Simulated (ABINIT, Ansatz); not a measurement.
# H2Pb (P-3m1): zone-centre phonons, part 2 of 4

Which modes does H2Pb (P-3m1) have at the zone centre?

ABINIT 10.8.3; DFT LDA, scalar-relativistic, plane waves, HGH norm-conserving pseudopotentials.

So far. Step 2 (Relaxing the cell and atoms): The volume changes by -2.0 % from the cell with which this run began. Step 3 (Ground state): The cell stands at -0.48 GPa: the relaxation ran with a smoothed and higher cutoff, and the difference is a stress of the finite basis. The relaxed cell has a = 3.622, c = 3.344 Å (conventional setting).

The structure was built from a prototype and need not be the compound's stable phase.

## (4) Linear response at Γ

At q = 0 one unit cell holds all displacements. The response is solved for single atoms along the cell's directions, and symmetry skips those that follow from others. The crystal is treated as a metal, which screens a static field, so no field response is asked.

Contents of dfpt_gamma.abi:

```

# common to the responses
getwfk_filepath "gso_WFK"
kptopt 2
nqpt 1
qpt 0.0 0.0 0.0
asr 0
chneut 0

# displacements
rfphon 1
rfatpol 1 3
rfdir 1 1 1
tolvrs 1.0d-10
prtwf 0

# basis, mesh and filling
ecut 35.0
ixc 7
ngkpt 9 9 8
nshiftk 1
shiftk 0.0 0.0 0.0
istwfk *1
occopt 7
tsmear 0.01
nband 8
nstep 100
diemac 1000000.0
prtebands 0
prtgsr 0

# cell and atoms
acell 6.84537235 6.84537235 6.318513535
rprim 
    1.0 0.0 0.0
    -0.5000000003 0.8660254036 0.0
    0.0 0.0 1.0
ntypat 2
znucl 82 1
natom 3
typat 1 2 2
xred 
    0.0 0.0 0.0
    1/3 2/3 0.2401739929
    2/3 1/3 0.7598260071
pp_dirpath "./pseudo"
pseudos "Pb.hgh, H.hgh"
```

Run with:

```bash
$ OMP_NUM_THREADS=1 mpirun -n 4 abinit dfpt_gamma.abi > dfpt_gamma.log
```

Numbers of over 12 decimals in the logs are rounded to 6 here.

dfpt_gamma.abo, the main output file:

```text
[banners, grids, parts of the stress and lines that vanish by symmetry left out]
- input  file    -> dfpt_gamma.abi
- output file    -> dfpt_gamma.abo
- root for input  files -> dfpt_gammai
- root for output files -> dfpt_gammao

 Symmetries : space group P-3 m 1 (#164); Bravais hP (primitive hexag.)
================================================================================
 Values of the parameters that define the memory need of the present run (RF).
     intxc =       0      iscf =       7    lmnmax =       6     lnmax =       6
     mgfft =      40  mpssoang =       3    mqgrid =    3001     natom =       3
  nloc_mem =       1    nspden =       1   nspinor =       1    nsppol =       1
      nsym =      12    n1xccc =       0    ntypat =       2    occopt =       7
   xclevel =       1
-    mband =           8        mffmem =           1         mkmem =          82
-   mkqmem =          82        mk1mem =          82           mpw =        2556
      nfft =       57600          nkpt =         325
- my_mband =           8
================================================================================
================================================================================

--------------------------------------------------------------------------------
------------- Echo of variables that govern the present computation ------------
--------------------------------------------------------------------------------
-
- outvars: echo of selected default values
-   iomode0 =  0 , fftalg0 =312 , wfoptalg0 =  0
-
- outvars: echo of global parameters not present in the input file
-  max_nthreads =    1
-
 -outvars: echo values of preprocessed input variables
 [... echo left out ...]
================================================================================

 chkinp: Checking input parameters for consistency.

[...]
== DATASET  1 ==================================================================
-   mpi_nproc: 4, omp_nthreads: 1 (-1 if OMP is not activated)

--- !DatasetInfo
iteration_state: {dtset: 1, }
dimensions: {natom: 3, nkpt: 325, mband: 8, nsppol: 1, nspinor: 1, nspden: 1, mpw: 2556, }
cutoff_energies: {ecut:  35.0, pawecutdg:  -1.0, }
electrons: {nelect:   6.00000000E+00, charge:   0.00000000E+00, occopt:   7.00000000E+00, tsmear:   1.00000000E-02, }
meta: {optdriver: 1, rfphon: 1, }
...

 mkfilename: getwfk from: gso_WFK

 Exchange-correlation functional for the present dataset will be:
  LDA: Perdew-Wang 92 LSD fit to Ceperley-Alder data - ixc=7
 Citation for XC functional:
  J.P.Perdew and Y.Wang, PRB 45, 13244 (1992)

 Real(R)+Recip(G) space primitive vectors, cartesian coordinates (Bohr,Bohr^-1):
 R(1)=  6.8453724  0.0000000  0.0000000  G(1)=  0.1460841  0.0843417  0.0000000
 R(2)= -3.4226862  5.9282664  0.0000000  G(2)=  0.0000000  0.1686834  0.0000000
 R(3)=  0.0000000  0.0000000  6.3185135  G(3)=  0.0000000  0.0000000  0.1582651
 Unit cell volume ucvol=  2.5641280E+02 bohr^3
 Angles (23,13,12)=  9.00000000E+01  9.00000000E+01  1.20000000E+02 degrees
 setup1 : take into account q-point for computing boxcut.

 getcut: wavevector=  0.0000  0.0000  0.0000  ngfft=  40  40  36
         ecut(hartree)=     35.000   => boxcut(ratio)=   2.13938

--- Pseudopotential description ------------------------------------------------
- pspini: atom type   1  psp file is ./pseudo/Pb.hgh

- pspini: atom type   2  psp file is ./pseudo/H.hgh

   7.42415597E+01                                ecore*ucvol(ha*bohr**3)
--------------------------------------------------------------------------------

 ==>  initialize data related to q vector <==

 The list of irreducible perturbations for this q vector is:
    1)    idir= 1    ipert=   1
    2)    idir= 3    ipert=   1
    3)    idir= 1    ipert=   2
    4)    idir= 3    ipert=   2

[...]
The perturbation idir=   2  ipert=   1 is
 symmetric of a previously calculated perturbation.
 So, its SCF calculation is not needed.

 The perturbation idir=   2  ipert=   2 is
 symmetric of a previously calculated perturbation.
 So, its SCF calculation is not needed.

 The perturbation idir=   1  ipert=   3 is
 symmetric of a previously calculated perturbation.
 So, its SCF calculation is not needed.

 The perturbation idir=   2  ipert=   3 is
 symmetric of a previously calculated perturbation.
 So, its SCF calculation is not needed.

 The perturbation idir=   3  ipert=   3 is
 symmetric of a previously calculated perturbation.
 So, its SCF calculation is not needed.

--------------------------------------------------------------------------------
 Perturbation wavevector (in red.coord.)   0.000000  0.000000  0.000000
 Perturbation : displacement of atom   1   along direction   1
 Found     2 symmetries that leave the perturbation invariant.

[...]
dfpt_looppert : total number of electrons, from k and k+q
  fully or partially occupied states are    6.000000E+00 and    6.000000E+00.
 Initialisation of the first-order wave-functions :
  ireadwf=   0

--- !BeginCycle
iteration_state: {dtset: 1, }
solver: {iscf: 7, nstep: 100, nline: 4, wfoptalg: 0, }
tolerances: {tolvrs: 1.00E-10, }
...

     iter   2DEtotal(Ha)        deltaE(Ha) residm    vres2
-ETOT  1   1.077950     -3.563E+01 1.061E-01 6.887E+03
 ETOT  2 -0.148857     -1.227E+00 2.388E-03 2.080E+02
 ETOT  3 -0.184446     -3.559E-02 8.148E-05 1.162E+00
 ETOT  4 -0.184600     -1.541E-04 4.846E-07 4.994E-03
 ETOT  5 -0.184601     -7.483E-07 1.582E-09 1.054E-05
[...]
At SCF step    8       vres2   =  8.58E-12 < tolvrs=  1.00E-10 =>converged.
[...]
Mean square residual over all n,k,spin=   19.314E-17; max=  19.099E-16

 Thirteen components of 2nd-order total energy (hartree) are
 1,2,3: 0th-order hamiltonian combined with 1st-order wavefunctions
     kin0=   4.02982686E+01 eigvalue=   1.99410261E+00  local=  -2.01158860E+01
 4,5,6: 1st-order hamiltonian combined with 1st and 0th-order wfs
 loc psp =  -5.54782567E+00  Hartree=   4.80932469E+00     xc=  -4.09489869E+00
 note that "loc psp" includes a xc core correction that could be resolved
 7,8,9: eventually, occupation + non-local contributions
    edocc=   5.55778688E+00     enl0=   8.44874757E+00   enl1=  -6.82470657E+01
 1-9 gives the relaxation energy (to be shifted if some occ is /=2.0)
   erelax=  -3.68974458E+01
 10,11,12 Non-relaxation  contributions : frozen-wavefunctions and Ewald
 fr.local=  -4.59054211E+00 fr.nonlo=   3.20899269E+01  Ewald=   9.21345985E+00
 13,14 Frozen wf xc core corrections (1) and (2)
 frxc 1  =   0.00000000E+00  frxc 2 =   0.00000000E+00
 Resulting in :
 2DEtotal=   -0.1846010986E+00 Ha. Also 2DEtotal=   -0.502325179609E+01 eV
    (2DErelax=   -3.6897445767E+01 Ha. 2DEnonrelax=    3.6712844668E+01 Ha)
    (  non-var. 2DEtotal :   -1.8460102609E-01 Ha)

[...]
Perturbation wavevector (in red.coord.)   0.000000  0.000000  0.000000
 Perturbation : displacement of atom   1   along direction   3
 Found     6 symmetries that leave the perturbation invariant.

[...]
dfpt_looppert : total number of electrons, from k and k+q
  fully or partially occupied states are    6.000000E+00 and    6.000000E+00.
 Initialisation of the first-order wave-functions :
  ireadwf=   0

--- !BeginCycle
iteration_state: {dtset: 1, }
solver: {iscf: 7, nstep: 100, nline: 4, wfoptalg: 0, }
tolerances: {tolvrs: 1.00E-10, }
...

     iter   2DEtotal(Ha)        deltaE(Ha) residm    vres2
-ETOT  1   2.975210     -2.800E+01 1.676E-01 1.117E+04
[...]
At SCF step    9       vres2   =  6.45E-12 < tolvrs=  1.00E-10 =>converged.
[...]
Mean square residual over all n,k,spin=   10.382E-18; max=  26.916E-17

 Thirteen components of 2nd-order total energy (hartree) are
 1,2,3: 0th-order hamiltonian combined with 1st-order wavefunctions
     kin0=   3.40479881E+01 eigvalue=   1.59493988E+00  local=  -1.69712684E+01
 4,5,6: 1st-order hamiltonian combined with 1st and 0th-order wfs
 loc psp =  -6.47014959E+00  Hartree=   3.82295842E+00     xc=  -3.16524038E+00
 note that "loc psp" includes a xc core correction that could be resolved
 7,8,9: eventually, occupation + non-local contributions
    edocc=   3.87327509E+00     enl0=   7.18578340E+00   enl1=  -5.43067226E+01
 1-9 gives the relaxation energy (to be shifted if some occ is /=2.0)
   erelax=  -3.03884361E+01
 10,11,12 Non-relaxation  contributions : frozen-wavefunctions and Ewald
 fr.local=   3.27199386E+00 fr.nonlo=   2.77506678E+01  Ewald=  -4.68681978E-02
 13,14 Frozen wf xc core corrections (1) and (2)
 frxc 1  =   0.00000000E+00  frxc 2 =   0.00000000E+00
 Resulting in :
 2DEtotal=    0.5873574013E+00 Ha. Also 2DEtotal=    0.159828091112E+02 eV
    (2DErelax=   -3.0388436053E+01 Ha. 2DEnonrelax=    3.0975793454E+01 Ha)
    (  non-var. 2DEtotal :    5.8735735606E-01 Ha)

[...]
Perturbation wavevector (in red.coord.)   0.000000  0.000000  0.000000
 Perturbation : displacement of atom   2   along direction   1
 The set of symmetries contains only one element for this perturbation.

[...]
dfpt_looppert : total number of electrons, from k and k+q
  fully or partially occupied states are    6.000000E+00 and    6.000000E+00.
 Initialisation of the first-order wave-functions :
  ireadwf=   0

--- !BeginCycle
iteration_state: {dtset: 1, }
solver: {iscf: 7, nstep: 100, nline: 4, wfoptalg: 0, }
tolerances: {tolvrs: 1.00E-10, }
...

     iter   2DEtotal(Ha)        deltaE(Ha) residm    vres2
-ETOT  1   2.382012     -4.616E+01 4.041E-01 8.607E+03
[...]
At SCF step    8       vres2   =  4.94E-11 < tolvrs=  1.00E-10 =>converged.
[...]
Mean square residual over all n,k,spin=   18.144E-17; max=  33.942E-16

 Thirteen components of 2nd-order total energy (hartree) are
 1,2,3: 0th-order hamiltonian combined with 1st-order wavefunctions
     kin0=   5.03965909E+01 eigvalue=   3.78324185E-01  local=  -1.12440768E+01
 4,5,6: 1st-order hamiltonian combined with 1st and 0th-order wfs
 loc psp =  -9.59827601E+01  Hartree=   9.45450480E+00     xc=  -5.90182862E+00
 note that "loc psp" includes a xc core correction that could be resolved
 7,8,9: eventually, occupation + non-local contributions
    edocc=   4.54156499E+00     enl0=   3.66300617E-01   enl1=   0.00000000E+00
 1-9 gives the relaxation energy (to be shifted if some occ is /=2.0)
   erelax=  -4.79913800E+01
 10,11,12 Non-relaxation  contributions : frozen-wavefunctions and Ewald
 fr.local=   4.32912955E+01 fr.nonlo=   0.00000000E+00  Ewald=   5.24755432E+00
 13,14 Frozen wf xc core corrections (1) and (2)
 frxc 1  =   0.00000000E+00  frxc 2 =   0.00000000E+00
 Resulting in :
 2DEtotal=    0.5474698919E+00 Ha. Also 2DEtotal=    0.148974146875E+02 eV
    (2DErelax=   -4.7991379961E+01 Ha. 2DEnonrelax=    4.8538849853E+01 Ha)
    (  non-var. 2DEtotal :    5.4746981233E-01 Ha)

[...]
Perturbation wavevector (in red.coord.)   0.000000  0.000000  0.000000
 Perturbation : displacement of atom   2   along direction   3
 Found     6 symmetries that leave the perturbation invariant.

--------------------------------------------------------------------------------

--------------------------------------------------------------------------------

 dfpt_looppert : total number of electrons, from k and k+q
  fully or partially occupied states are    6.000000E+00 and    6.000000E+00.
 Initialisation of the first-order wave-functions :
  ireadwf=   0

--- !BeginCycle
iteration_state: {dtset: 1, }
solver: {iscf: 7, nstep: 100, nline: 4, wfoptalg: 0, }
tolerances: {tolvrs: 1.00E-10, }
...

     iter   2DEtotal(Ha)        deltaE(Ha) residm    vres2
-ETOT  1   1.817714     -3.887E+01 2.343E-01 6.314E+03
[...]
ETOT  9  0.631421     -3.290E-12 6.653E-15 1.721E-10
 ETOT 10  0.631421      1.982E-12 4.859E-17 3.663E-12

 At SCF step   10       vres2   =  3.66E-12 < tolvrs=  1.00E-10 =>converged.
[...]
Mean square residual over all n,k,spin=   39.710E-19; max=  48.591E-18

 Thirteen components of 2nd-order total energy (hartree) are
 1,2,3: 0th-order hamiltonian combined with 1st-order wavefunctions
     kin0=   4.22042012E+01 eigvalue=   3.05319610E-01  local=  -9.04227898E+00
 4,5,6: 1st-order hamiltonian combined with 1st and 0th-order wfs
 loc psp =  -8.01110748E+01  Hartree=   7.42137608E+00     xc=  -4.89526472E+00
 note that "loc psp" includes a xc core correction that could be resolved
 7,8,9: eventually, occupation + non-local contributions
    edocc=   3.84663602E+00     enl0=   2.15548207E-01   enl1=   0.00000000E+00
 1-9 gives the relaxation energy (to be shifted if some occ is /=2.0)
   erelax=  -4.00555374E+01
 10,11,12 Non-relaxation  contributions : frozen-wavefunctions and Ewald
 fr.local=   3.98457562E+01 fr.nonlo=   0.00000000E+00  Ewald=   8.41201723E-01
 13,14 Frozen wf xc core corrections (1) and (2)
 frxc 1  =   0.00000000E+00  frxc 2 =   0.00000000E+00
 Resulting in :
 2DEtotal=    0.6314205303E+00 Ha. Also 2DEtotal=    0.171818279337E+02 eV
    (2DErelax=   -4.0055537387E+01 Ha. 2DEnonrelax=    4.0686957918E+01 Ha)
    (  non-var. 2DEtotal :    6.3142052827E-01 Ha)

[...]
---- first-order wavefunction calculations are completed ----

 ==> Compute Derivative Database <==

 [... matrices left out ...]
  Phonon wavevector (reduced coordinates) :  0.00000  0.00000  0.00000
 Phonon energies in Hartree :
  -1.040555E-03 -1.040555E-03 -1.323020E-06 -1.323016E-06  1.496302E-06
   2.010613E-03  3.634840E-03  3.713460E-03  3.713460E-03
 Phonon frequencies in cm-1    :
- -2.283755E+02 -2.283755E+02 -2.903692E-01 -2.903685E-01  3.284004E-01
-  4.412786E+02  7.977551E+02  8.150103E+02  8.150103E+02

== END DATASET(S) ==============================================================
================================================================================

 -outvars: echo values of variables after computation
            acell      6.8453723500E+00  6.8453723500E+00  6.3185135350E+00 Bohr
           etotal      6.3142053030E-01
            fcart      0.0000000000E+00  0.0000000000E+00  0.0000000000E+00
           strten      0.0000000000E+00  0.0000000000E+00  0.0000000000E+00
================================================================================
```

It took 53 s on 4 MPI ranks of Arm Neoverse V2, shared host; 3.6 min of CPU time.

This step gave:

```yaml
largest_acoustic_frequency_at_the_zone_centre_before_the_sum_rule: 0.33 cm⁻¹
highest_optical_zone_centre_mode_no_lo_to_term: 815.0 cm⁻¹
lowest_optical_zone_centre_mode: -228.4 cm⁻¹
```

The acoustic modes at Γ come out as far as 0.3 cm⁻¹ from zero, where they should vanish, a small numerical error. The lowest optical mode is imaginary, 228i cm⁻¹, an instability at this level and on this k mesh.

[end of part 2 of 4]

[Host names and launcher messages were left out of these logs when they were recorded.]

[Logs are printed without paths, hosts, clocks, repeated set-up lines and the standing remarks that a program may print on its own settings, such as how far it seeks lower states.]

[Hosts, paths, dates, database ids (printed as entryN), source tags and the programs' standing remarks are cut or masked in the printed files.]
